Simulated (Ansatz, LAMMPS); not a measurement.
## Relaxing glassy 73SiO2-27K2O (mol %) (90 atoms)

How does glassy 73SiO2-27K2O (mol %) (90 atoms) relax, and what do bonds, charges and levels look like afterwards?

Program: Ansatz 0.2.0. Level of theory: Kohn-Sham DFT, PBE, PAW (set soft_2), plane waves. Results are calculated unless marked as measured.

Report form: the programs' logs are mostly left out.

## 1. Set-up

The cell holds 90 atoms: 22 Si, 16 K and 52 O. Cell: a = 11.319 Å, b = 11.319 Å, c = 11.319 Å, α = 90.0°, β = 90.0°, γ = 90.0°. 90 atoms (22 Si, 16 K, 52 O) placed at random at 2.4 g/cm³, melted at 4000 K for 10 ps at fixed volume with the Morse and Coulomb pair potential with partial charges (Pedone, Malavasi, Menziani, Cormack and Segre, J. Phys. Chem. B 110, 11780 (2006)). Quenched from 4000 K to 300 K at 50 K/ps and fixed volume, held 10 ps at zero pressure.

Before any run, some limits are plain. The quench rate of 50 K/ps far exceeds what a furnace or splat quench reaches, so expect more defects and frozen-in strain than in a real sample. The network of bonds at the start is that of the classical potential that made the cell. Sampling is at Γ alone, for a cell whose shortest periodic width is 11 Å.

## 2. The classical run that made the cell

A classical potential supplies the starting structure, since it reaches far longer times than DFT.

This step: classical MD, Morse and Coulomb pair potential with partial charges (Pedone, Malavasi, Menziani, Cormack and Segre, J. Phys. Chem. B 110, 11780 (2006)) (LAMMPS 22 Jul 2025 - Update 4).

The input, in.lmp:

```
# melt-quench of Si22K16O52
units metal
atom_style charge
boundary p p p
region box block 0 11.2865 0 11.2865 0 11.2865
create_box 3 box
mass 1 28.0850   # Si
mass 2 39.0983   # K
mass 3 15.9990   # O
create_atoms 1 random 22 266458 NULL overlap 1.5 maxtry 2000
create_atoms 2 random 16 266465 NULL overlap 1.5 maxtry 2000
create_atoms 3 random 52 266472 NULL overlap 1.5 maxtry 2000
pair_style hybrid/overlay pedone 5.5 coul/long 8.0
pair_coeff * * coul/long
pair_coeff 1 3 pedone 0.340554 2.006700 2.100000 1   # Si-O
pair_coeff 2 3 pedone 0.011612 2.062605 3.305308 5   # K-O
pair_coeff 3 3 pedone 0.042395 1.379316 3.618701 22   # O-O
set type 1 charge 2.4
set type 2 charge 0.6
set type 3 charge -1.2
kspace_style pppm 1.0e-4
neigh_modify delay 0 every 1 check yes
thermo_style custom step time temp pe press density
thermo_modify norm yes
timestep 0.002
thermo 100
min_style cg
minimize 1e-4 1e-4 200 2000
reset_timestep 0
velocity all create 4000 266459 mom yes dist gaussian
fix lim all nve/limit 0.05
fix lan all langevin 4000 4000 0.2 266460 zero yes
thermo 500
run 1000 post no
# [... 7 lines left out ...]
fix md all nvt temp 4000 300 0.2
run 37000 post no
unfix md
thermo 1666
fix md all npt temp 300 300 0.2 iso 0 0 2
run 5000 post no
unfix md
write_dump all custom glass.dump id type xs ys zs modify sort id
```

Run with:

```sh
lmp -in in.lmp -log none -nocite
```

The job ended after 15 s (1 thread of Intel Xeon 6975P-C (Granite Rapids), shared host; peak memory 0.068 GiB).

## 3. Single point at the start

A single point comes first, to see the forces before anything moves.

The input, input.yaml:

```yaml
crystal:
  lattice:
    - [11.31878, 0.0, 0.0]
    - [0.0, 11.31878, 0.0]
    - [0.0, 0.0, 11.31878]
  atoms:
    - { symbol: Si, position: [0.83825, 0.66463, 0.02836] }
    - { symbol: Si, position: [0.94703, 0.23379, 0.3693] }
    - { symbol: Si, position: [0.98306, 0.90216, 0.81215] }
    - { symbol: Si, position: [0.72788, 0.12275, 0.44884] }
    - { symbol: Si, position: [0.08658, 0.07843, 0.19096] }
    - { symbol: Si, position: [0.21109, 0.57408, 0.0706] }
    - { symbol: Si, position: [0.78985, 0.54064, 0.56415] }
    - { symbol: Si, position: [0.18043, 0.78027, 0.41432] }
[... 78 atom lines left out ...]
    - { symbol: O, position: [0.06136, 0.9383, 0.17599] }
    - { symbol: O, position: [0.14769, 0.71318, 0.54313] }
    - { symbol: O, position: [0.01606, 0.97829, 0.70375] }
    - { symbol: O, position: [0.7545, 0.76658, 0.99223] }
kpoints:
  mp_grid: { grid: [1, 1, 1] }
hamiltonian:
  xc: pbe
scf:
  occupations: { method: fermi_dirac, width: 0.05 }
output:
  forces: true
  stress: true
  populations: intrinsic
  dos:
    method: { smearing: { sigma: 0.1 } }
    de: 0.1
    projected: { site_lists: { K: [K], O: [O], Si: [Si] } }
  eigenvalues: true
```

Run with:

```sh
ansatz run input.yaml --threads 4 --pin off --max-ram 8192MiB --backend cpu --events-out ev --progress --plain --runs-dir out
```

Wall time 19 s (4 threads of Intel Xeon 6975P-C (Granite Rapids), shared host); peak memory 1.8 GiB; 63 s of CPU time.

Numbers from this run:

```
free energy                                      : -68186.7347 eV
free energy per atom                             : -757.6304 eV/atom
SCF cycles                                       : 9
pressure                                         : 5.53 GPa
r.m.s. force component                           : 1.365 eV/Å
longest force                                    : 5.799 eV/Å
Fermi energy                                     : 5.634 eV
gap (highest filled to lowest empty level) : 2.078 eV
```

The r.m.s. force component of 1.4 eV/Å and the pressure of 5.5 GPa set the starting point.

Length of the force by element:

```
element  coordination  atoms  mean length of the force (eV/Å)  spread  least  most
      K           all     16                            0.756   0.395  0.377  1.85
      O           all     52                             2.09    1.03  0.521  5.24
     Si           all     22                             2.72    1.45   1.20  5.80
```

## 4. Relaxation

With the cell held, the atoms are moved downhill towards a nearby minimum.

input.yaml, the sections that differ from step 3:

```yaml
output:
  forces: true
relax:
  f_tol: 0.05
  max_steps: 200
# crystal, kpoints, hamiltonian, scf: as in step 3
```

Elapsed: 1.9 min, on 4 threads; peak memory 1.8 GiB; 6.5 min of CPU time.

The steps of the relaxation:

```
step  energy less that of the first step (eV)  largest force component (eV/Å)
   1                                   0.0000                          5.0652
   2                                  -4.0920                          3.0642
   3                                  -6.4909                          0.6939
   4                                  -7.0787                          0.5319
   5                                  -7.3653                          0.3417
   6                                  -7.5038                          0.3803
   7                                  -7.5692                          0.5914
   8                                  -7.6667                          0.1809
   9                                  -7.6947                          0.1693
  10                                  -7.7123                          0.0919
  11                                  -7.6340                          0.2605
  12                                  -7.7287                          0.0416
```

Relaxation step 11 was tried and not accepted.

The atoms that moved most (Å):

```
atom      dx      dy      dz  length
 O49  -0.304   0.092   0.716   0.783
 K38  -0.508   0.319  -0.444   0.746
 K35  -0.534  -0.026  -0.360   0.645
 O48  -0.124   0.571  -0.068   0.589
 K37  -0.505   0.196   0.219   0.585
 O89   0.133   0.516   0.237   0.583
 O65   0.366  -0.244  -0.339   0.555
 K32   0.023  -0.508  -0.177   0.539
```

The relaxation changed the energy by -85.9 meV/atom, and atoms moved by 0.32 Å r.m.s., 0.78 Å at most.

## 5. Local order after relaxation

Bonds before and after, by the cutoffs listed below:

```
pair  bonds before  bonds after  mean before (Å)  mean after (Å)  spread before (Å)  spread after (Å)
O-Si            88           88            1.618           1.645              0.059             0.045
 O-K            88           89            2.876           2.791              0.220             0.207
```

Density 2.38 g/cm³, 16.11 Å³ an atom.

Pair distribution functions g(r), in bins of 0.2 Å:

```
r (Å)  total   O-O   O-Si   O-K  Si-Si  Si-K   K-K
 1.50   0.81  0.00   2.85  0.00   0.00  0.00  0.00
 1.70   3.84  0.00  13.61  0.00   0.00  0.00  0.00
 1.90   0.00  0.00   0.00  0.00   0.00  0.00  0.00
 2.10   0.00  0.00   0.00  0.00   0.00  0.00  0.00
 2.30   0.00  0.00   0.00  0.00   0.00  0.00  0.00
 2.50   0.73  0.91   0.00  2.04   0.00  0.00  0.00
 2.70   2.90  6.74   0.00  3.13   0.00  0.00  0.00
 2.90   0.56  0.31   0.00  1.74   1.65  0.00  0.00
 3.10   0.81  0.48   0.30  0.93   5.00  0.67  0.45
 3.30   0.74  0.55   0.51  0.32   2.27  1.81  1.68
 3.50   1.01  0.66   1.23  0.67   0.00  2.82  1.83
 3.70   1.02  0.60   1.47  0.60   0.17  2.65  1.28
 3.90   1.25  0.87   1.96  0.73   0.47  1.84  2.04
 4.10   0.98  0.76   1.58  0.49   0.99  0.78  1.60
 4.30   1.18  0.74   1.89  1.04   0.89  0.89  1.46
 4.50   1.00  0.97   0.70  1.48   1.52  0.72  0.88
 4.70   0.87  1.02   0.64  1.38   0.32  0.22  1.03
 4.90   0.99  1.29   0.61  1.27   0.69  0.55  1.13
 5.10   1.21  1.77   0.69  1.20   1.28  0.83  0.88
 5.30   1.08  1.40   0.75  0.99   1.62  0.99  0.49
 5.50   0.81  0.75   0.90  0.85   0.87  0.75  0.59
```

Bonds by pair of elements; cutoffs follow the first minimum of g(r), held within bounds set by covalent radii, and pairs that aren't listed don't count as bonded:

```
pair A-B  cutoff (Å)  bonds  mean length (Å)  spread (Å)  shortest (Å)  B about A  A about B
    O-Si        2.12     88             1.65       0.045          1.56       1.69          4
     O-K        3.33     89             2.79       0.207          2.49       1.71       5.56
```

How many atoms have how many bonded neighbours:

```
element  mean  2   3   4  5  6  7  8
      K  5.56  0   1   1  6  5  2  1
      O  3.40  6  21  23  2  0  0  0
     Si     4  0   0  22  0  0  0  0
```

Bond angles (no mean is given where the spread exceeds 20°):

```
  angle  count  mean (°)  spread (°)
  O-K-O    214         -           -
 O-Si-O    132       109           5
 K-O-Si    131       107          19
  K-O-K     60         -           -
Si-O-Si     36       141        12.5
```

Oxygen atoms by the number of network formers (Si, P, Ge, B, Al, As, Ga) bound to them:

```
network formers bound to O  O atoms  per cent
                         0        0         0
                         1       16      30.8
                         2       36      69.2
```

Network units: each former by its oxygen neighbours and how many of them bridge to another former:

```
former  O neighbours  bridging O  atoms
    Si             4           2      4
    Si             4           3      8
    Si             4           4     10
```

Bond length by coordination (bonds to H left out):

```
element  coordination  atoms  mean bond length (Å)
      K             3      1                   2.6
      K             4      1                  2.66
      K             5      6                  2.76
      K             6      5                  2.86
      K             7      2                  2.79
      K             8      1                  2.79
      O             2      6                  1.64
      O             3     21                  2.09
      O             4     23                  2.36
      O             5      2                  2.52
```

Rings of the network by King's shortest-path rule, up to 12 atoms, one path for each pair of neighbours; H, halogens, alkali and alkaline-earth atoms are left out, and the last column divides by all other atoms, bonded or not:

```
ring size (atoms)  rings  per network atom
                6      2             0.027
                8      3             0.041
               10      5             0.068
               12      6             0.081
```

For some of the pairs, g(r) has its first main peak near 2.7 Å (O-O), 1.6 Å (O-Si), 2.7 Å (O-K), 3.1 Å (Si-Si) and 3.6 Å (Si-K). By these cutoffs 38 % of K atoms have 5, 44 % of O atoms have 4 and all Si atoms have 4 bonded neighbours. 69 % of the oxygens bridge two formers (Si) and 31 % are non-bridging. The commonest Si unit has 4 oxygens, 4 of them shared with other formers (10 of 22 atoms). Rings of 12 atoms are the most common (38 % of those counted); sizes run from 6 to 12, where the search stops.

(Part 1 of 2 ends here.)

[Logs are printed without paths, hosts, clocks, repeated set-up lines and the standing remarks that a program may print on its own settings, such as how far it seeks lower states.]

[Hosts, paths, dates, database ids (printed as entryN), source tags and the programs' standing remarks are cut or masked in the printed files.]
